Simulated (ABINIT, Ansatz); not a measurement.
**Quasiparticle gap of Rb2LiAlF6 (Fm-3m) in ABINIT**

Wanted: ground state, empty states, screening and self-energy for Rb2LiAlF6 (Fm-3m).

Program: ABINIT 10.8.3. Level of theory: PBEsol and many-body steps on it, plane waves. Values are calculated unless marked as measured.

## (1) The starting structure

The structure is cubic, space group Fm-3m (No. 225). Conventional cell: a = 8.228 Å, b = 8.228 Å, c = 8.228 Å, α = 90.00°, β = 90.00°, γ = 90.00°. Nearest to Rb lie 12 F at 2.92 Å. Nearest to Li lie 6 F at 2.26 Å. Nearest to Al lie 6 F at 1.86 Å. Nearest to F lie 1 Al at 1.86 Å and 1 Li at 2.26 Å and 4 Rb at 2.92 Å. Farther neighbours, and contacts between anions beyond the nearest, are not listed.

Coordinates:

```cif
data_structure
_symmetry_space_group_name_H-M 'Fm-3m'
_symmetry_Int_Tables_number 225
_cell_length_a 8.2279
_cell_length_b 8.2279
_cell_length_c 8.2279
_cell_angle_alpha 90.000
_cell_angle_beta 90.000
_cell_angle_gamma 90.000
_cell_volume 557.01
loop_
_atom_site_label
_atom_site_type_symbol
_atom_site_symmetry_multiplicity
_atom_site_Wyckoff_symbol
_atom_site_fract_x
_atom_site_fract_y
_atom_site_fract_z
_atom_site_occupancy
Rb1 Rb 8 c 0.25000 0.25000 0.75000 1
Li1 Li 4 b 0.50000 0.00000 0.00000 1
Al1 Al 4 a 0.00000 0.00000 0.00000 1
F1 F 24 e 0.22582 0.00000 0.00000 1
```

The cell and positions are those that the Materials Project relaxed with its own functionals (PBE, PBE+U or r2SCAN), kept fixed.

## (2) Ground state

This step: ABINIT 10.8.3; DFT, PBEsol, plane waves, norm-conserving pseudopotentials.

The ground-state density comes first.

Input file run.abi:

```
acell 3*1.0 Angstrom
rprim 
  0.000000000000 4.113943000000 4.113943000000
  4.113943000000 0.000000000000 4.113943000000
  4.113943000000 4.113943000000 -0.000000000000
ntypat 4
znucl 37 3 13 9
natom 10
typat 1 1 2 3 4 4 4 4 4 4
xred 
  0.750000000000 0.750000000000 0.750000000000
  0.250000000000 0.250000000000 0.250000000000
  0.500000000000 0.500000000000 0.500000000000
  0.000000000000 -0.000000000000 -0.000000000000
  0.774175000000 0.225825000000 0.225825000000
  0.225825000000 0.225825000000 0.774175000000
  0.225825000000 0.774175000000 0.774175000000
  0.225825000000 0.774175000000 0.225825000000
  0.774175000000 0.225825000000 0.774175000000
  0.774175000000 0.774175000000 0.225825000000
pp_dirpath "pseudos"
pseudos "Rb.upf, Li.upf, Al.upf, F.upf"
ecut 36
ngkpt 4 4 4
nshiftk 1
shiftk 0 0 0
kptopt 1
chksymbreak 0
nband 42
occopt 1
tolvrs 1e-10
nstep 60
prtwf 0
optforces 0
optstress 0
indata_prefix "in"
outdata_prefix "out"
tmpdata_prefix "tmp"
```

On the command line:

```sh
OMP_NUM_THREADS=1 mpirun -n 4 abinit run.abi > log
```

Output:

```text
.Version 10.8.3 of ABINIT. v10.8.2 released Aug 2026.

 Symmetries : space group Fm -3 m (#225); Bravais cF (face-center cubic)
================================================================================
 Values of the parameters that define the memory need of the present run
     intxc =       0    ionmov =       0      iscf =       7    lmnmax =       6
     lnmax =       6     mgfft =      60  mpssoang =       3    mqgrid =    3001
     natom =      10  nloc_mem =       1    nspden =       1   nspinor =       1
    nsppol =       1      nsym =      48    n1xccc =    2501    ntypat =       4
    occopt =       1   xclevel =       2
-    mband =          42        mffmem =           1         mkmem =           2
       mpw =        9700          nfft =      216000          nkpt =           8
================================================================================
  Rough estimation (10% accuracy) of disk space for files :
================================================================================

--------------------------------------------------------------------------------
------------- Echo of variables that govern the present computation ------------
--------------------------------------------------------------------------------
 -outvars: echo values of preprocessed input variables --------
            acell      1.8897261259E+00  1.8897261259E+00  1.8897261259E+00 Bohr

      chksymbreak           0
             ecut      3.60000000E+01 Hartree
-          fftalg         312

              ixc     -116133
              kpt      0.00000000E+00  0.00000000E+00  0.00000000E+00
                       2.50000000E-01  0.00000000E+00  0.00000000E+00
                       5.00000000E-01  0.00000000E+00  0.00000000E+00
                       2.50000000E-01  2.50000000E-01  0.00000000E+00
                       5.00000000E-01  2.50000000E-01  0.00000000E+00
                      -2.50000000E-01  2.50000000E-01  0.00000000E+00
                       5.00000000E-01  5.00000000E-01  0.00000000E+00
                      -2.50000000E-01  5.00000000E-01  2.50000000E-01
         kptrlatt        4    0    0      0    4    0      0    0    4
          kptrlen      4.39776609E+01
P           mkmem           2
            natom          10
            nband          42
            ngfft          60      60      60
             nkpt           8
            nstep          60
             nsym          48
           ntypat           4
              occ      2.000000  2.000000  2.000000  2.000000  2.000000  2.000000
                       2.000000  2.000000  2.000000  2.000000  2.000000  2.000000
                       2.000000  2.000000  2.000000  2.000000  2.000000  2.000000
                       2.000000  2.000000  2.000000  2.000000  2.000000  2.000000
                       2.000000  2.000000  2.000000  2.000000  2.000000  2.000000
                       2.000000  2.000000  2.000000  0.000000  0.000000  0.000000
                       0.000000  0.000000  0.000000  0.000000  0.000000  0.000000
        optforces           0
        optstress           0
            prtwf           0
            rprim      0.0000000000E+00  4.1139430000E+00  4.1139430000E+00
                       4.1139430000E+00  0.0000000000E+00  4.1139430000E+00
                       4.1139430000E+00  4.1139430000E+00 -0.0000000000E+00
          spgroup         225

           tolvrs      1.00000000E-10

             xred      7.5000000000E-01  7.5000000000E-01  7.5000000000E-01
                       2.5000000000E-01  2.5000000000E-01  2.5000000000E-01
[...]
znucl       37.00000    3.00000   13.00000    9.00000

================================================================================

 chkinp: Checking input parameters for consistency.

================================================================================
== DATASET  1 ==================================================================
-   mpi_nproc: 4, omp_nthreads: 1 (-1 if OMP is not activated)

--- !DatasetInfo
iteration_state: {dtset: 1, }
dimensions: {natom: 10, nkpt: 8, mband: 42, nsppol: 1, nspinor: 1, nspden: 1, mpw: 9700, }
cutoff_energies: {ecut:  36.0, pawecutdg:  -1.0, }
electrons: {nelect:   6.60000000E+01, charge:   0.00000000E+00, occopt:   1.00000000E+00, tsmear:   1.00000000E-02, }

 Real(R)+Recip(G) space primitive vectors, cartesian coordinates (Bohr,Bohr^-1):
 R(1)=  0.0000000  7.7742256  7.7742256  G(1)= -0.0643151  0.0643151  0.0643151
 R(2)=  7.7742256  0.0000000  7.7742256  G(2)=  0.0643151 -0.0643151  0.0643151
 R(3)=  7.7742256  7.7742256  0.0000000  G(3)=  0.0643151  0.0643151 -0.0643151
 Unit cell volume ucvol=  9.3972636E+02 bohr^3
 Angles (23,13,12)=  6.00000000E+01  6.00000000E+01  6.00000000E+01 degrees

 getcut: wavevector=  0.0000  0.0000  0.0000  ngfft=  60  60  60
         ecut(hartree)=     36.000   => boxcut(ratio)=   2.02052

--- Pseudopotential description ------------------------------------------------
- Rb Generated using ONCVPSP code by D. R. Hamann
- 37.00000   9.00000  180301                  znucl, zion, pspdat
12 -116133 2 -1 2280                          pspcod,pspxc,lmax,lloc,mmax
     nproj     2     2     2
  pspatm : epsatm=   34.48401057
         --- l  ekb(1:nproj) -->
[...]
pspatm: atomic psp has been read  and splines computed

[...]
- 13.00000   3.00000  180301                  znucl, zion, pspdat
12 -116133 2 -1 1876                          pspcod,pspxc,lmax,lloc,mmax
     nproj     2     2     2
  pspatm : epsatm=    0.68509285
         --- l  ekb(1:nproj) -->
[...]
pspatm: atomic psp has been read  and splines computed

- F Generated using ONCVPSP code by D. R. Hamann
-  9.00000   7.00000  180301                  znucl, zion, pspdat
12 -116133 2 -1 832                           pspcod,pspxc,lmax,lloc,mmax
     nproj     2     2     1
  pspatm : epsatm=    4.89824381
         --- l  ekb(1:nproj) -->
[...]
2   -2.394754
 pspatm: atomic psp has been read  and splines computed

   6.70898761E+03                                ecore*ucvol(ha*bohr**3)
--------------------------------------------------------------------------------

_setup2: Arith. and geom. avg. npw (full set) are    9689.922    9689.891

================================================================================

--- !BeginCycle
iteration_state: {dtset: 1, }
solver: {iscf: 7, nstep: 60, nline: 4, wfoptalg: 0, }
tolerances: {tolvrs: 1.00E-10, }

     iter   Etot(hartree)      deltaE(h)  residm     vres2
 ETOT  1  -211.09727303845    -2.111E+02 1.902E-01 8.915E+02
 ETOT  2  -211.40950350190    -3.122E-01 7.713E-03 4.113E+02
 ETOT  3  -211.56578165131    -1.563E-01 5.226E-03 4.293E+01
 ETOT  4  -211.57393474674    -8.153E-03 1.851E-03 6.983E-01
 ETOT  5  -211.57407251534    -1.378E-04 1.211E-03 6.888E-02
 ETOT  6  -211.57407778340    -5.268E-06 5.785E-04 6.215E-03
 ETOT  7  -211.57407817944    -3.960E-07 4.770E-04 3.485E-04
 ETOT  8  -211.57407819390    -1.446E-08 2.799E-04 1.461E-05
 ETOT  9  -211.57407819487    -9.739E-10 3.728E-04 2.706E-07
 ETOT 10  -211.57407819488    -9.834E-12 1.848E-04 9.277E-09
 ETOT 11  -211.57407819489    -9.976E-12 2.595E-04 1.861E-10
 ETOT 12  -211.57407819489     2.984E-12 1.192E-04 3.921E-12

 At SCF step   12       vres2   =  3.92E-12 < tolvrs=  1.00E-10 =>converged.

--- !ResultsGS
iteration_state: {dtset: 1, }
comment   : Summary of ground state results
lattice_vectors:
- [  0.0000000,   7.7742256,   7.7742256, ]
- [  7.7742256,   0.0000000,   7.7742256, ]
- [  7.7742256,   7.7742256,  -0.0000000, ]
lattice_lengths: [  10.99442,   10.99442,   10.99442, ]
lattice_angles: [ 60.000,  60.000,  60.000, ] # degrees, (23, 13, 12)
lattice_volume:   9.3972636E+02
convergence: {deltae:  2.984E-12, res2:  3.921E-12, residm:  1.192E-04, diffor:  0.000E+00, }
etotal    :  -2.11574078E+02
entropy   :   0.00000000E+00
fermie    :  -3.60484813E-02
cartesian_stress_tensor: null
pressure_GPa: null
xred      :
- [  7.5000E-01,   7.5000E-01,   7.5000E-01, Rb]
- [  2.5000E-01,   2.5000E-01,   2.5000E-01, Rb]
- [  5.0000E-01,   5.0000E-01,   5.0000E-01, Li]
- [  0.0000E+00,   0.0000E+00,   0.0000E+00, Al]
- [  7.7417E-01,   2.2582E-01,   2.2582E-01,  F]
- [  2.2582E-01,   2.2582E-01,   7.7417E-01,  F]
- [  2.2582E-01,   7.7417E-01,   7.7417E-01,  F]
- [  2.2582E-01,   7.7417E-01,   2.2582E-01,  F]
- [  7.7417E-01,   2.2582E-01,   7.7417E-01,  F]
- [  7.7417E-01,   7.7417E-01,   2.2582E-01,  F]
cartesian_forces: null
force_length_stats: {min: null, max: null, mean: null, }

 Integrated electronic density in atomic spheres:
 ------------------------------------------------
 Atom  Sphere_radius  Integrated_density
[...]
================================================================================

 ----iterations are completed or convergence reached----

 Mean square residual over all n,k,spin=   13.703E-07; max=  11.921E-05
 reduced coordinates (array xred) for   10 atoms
[...]
0.225825      0.225825      0.774175
       0.225825      0.774175      0.774175
       0.225825      0.774175      0.225825
       0.774175      0.225825      0.774175
       0.774175      0.774175      0.225825
 rms dE/dt=  0.0000E+00; max dE/dt=  0.0000E+00; dE/dt below (all hartree)
    1       0.000000      0.000000      0.000000
    2       0.000000      0.000000      0.000000
    3       0.000000      0.000000      0.000000
    4       0.000000      0.000000      0.000000
    5       0.000000      0.000000      0.000000
    6       0.000000      0.000000      0.000000
    7       0.000000      0.000000      0.000000
    8       0.000000      0.000000      0.000000
    9       0.000000      0.000000      0.000000
   10       0.000000      0.000000      0.000000

 cartesian coordinates (angstrom) at end:
[...]
6      4.113943     4.113943     1.858062
    7      6.369824     4.113943     4.113943
    8      4.113943     1.858062     4.113943
    9      4.113943     6.369824     4.113943
   10      4.113943     4.113943     6.369824
 length scales=  1.889726  1.889726  1.889726 bohr
              =  1.000000  1.000000  1.000000 angstroms
 prteigrs : about to open file out_EIG
 Fermi (or HOMO) energy (hartree) =  -0.03605   Average Vxc (hartree)=  -0.35408
 Eigenvalues (hartree) for nkpt=   8  k points:
 kpt#   1, nband= 42, wtk=  0.01563, kpt=  0.0000  0.0000  0.0000 (reduced coord)
  -1.57006   -0.84891   -0.84225   -0.77361   -0.75596   -0.75596   -0.75596   -0.74626
  -0.74626   -0.27875   -0.27875   -0.27875   -0.26518   -0.26518   -0.26518   -0.19495
  -0.13157   -0.13157   -0.13157   -0.08494   -0.08494   -0.08494   -0.08081   -0.08081
  -0.05976   -0.05976   -0.05976   -0.04810   -0.04810   -0.04810   -0.03605   -0.03605
  -0.03605    0.22508    0.32164    0.32164    0.32164    0.32176    0.32176    0.42263
   0.42263    0.42269
 prteigrs : prtvol=0 or 1, do not print more k-points.

--- !EnergyTerms
iteration_state     : {dtset: 1, }
comment             : Components of total free energy in Hartree
kinetic             :  1.177274E+02
hartree             :  5.689470E+01
xc                  : -4.954325E+01
Ewald energy        : -1.413293E+02
psp_core            :  7.139299E+00
local_psp           : -1.802046E+02
non_local_psp       : -2.225832E+01
total_energy        : -2.115741E+02
total_energy_eV     : -5.757224E+03
band_energy         : -2.185507E+01

== END DATASET(S) ==============================================================
================================================================================

 -outvars: echo values of variables after computation  --------
           etotal     -2.1157407819E+02
            nband          42
             nkpt           8
          spgroup         225
 [... the other variables as echoed above ...]

 Calculation completed.
```

Wall time 48 s (4 MPI ranks of Intel Xeon Platinum 8488C (Sapphire Rapids), shared host); peak memory 0.52 GiB.

Numbers from this step:

```
total energy               : -5757.2240 eV
gap                        : 7.106 eV
k of the valence top       : 0, 0, 0
k of the conduction bottom : 0, 0, 0
least direct gap           : 7.106 eV
```

The gap is direct, at Γ.

(Part 1 of 3 ends here.)

[Long decimals in the printed logs are rounded to 6 places.]

[Logs are printed without paths, hosts, clocks, repeated set-up lines and the standing remarks that a program may print on its own settings, such as how far it seeks lower states.]

[Paths, hosts, dates, memory and timing lines, banners, echoed tables and standing remarks are left out of the program output; an Ansatz launch command may be rebuilt from the run's recorded settings. Measured values are a selection of at most five: reports struck by readers or far from the other reports are left out. None is set beside runs whose start may be inverted or whose files or cutoffs have a known fault.]

[Runs of the session that timed out or met a known fault of the program may be left out.]

[Hosts, paths, dates, database ids (printed as entryN), source tags and the programs' standing remarks are cut or masked in the printed files.]

[G0W0 gaps are taken among the corrected bands and points alone; a level outside them can change the order at an edge.]

[Where Ansatz stands beside ABINIT at settings called matched, ABINIT's density can come from a denser mesh and the files from another edition; pairs whose starting gaps differed by over 0.03 eV were left out, so agreement reads better than it is.]
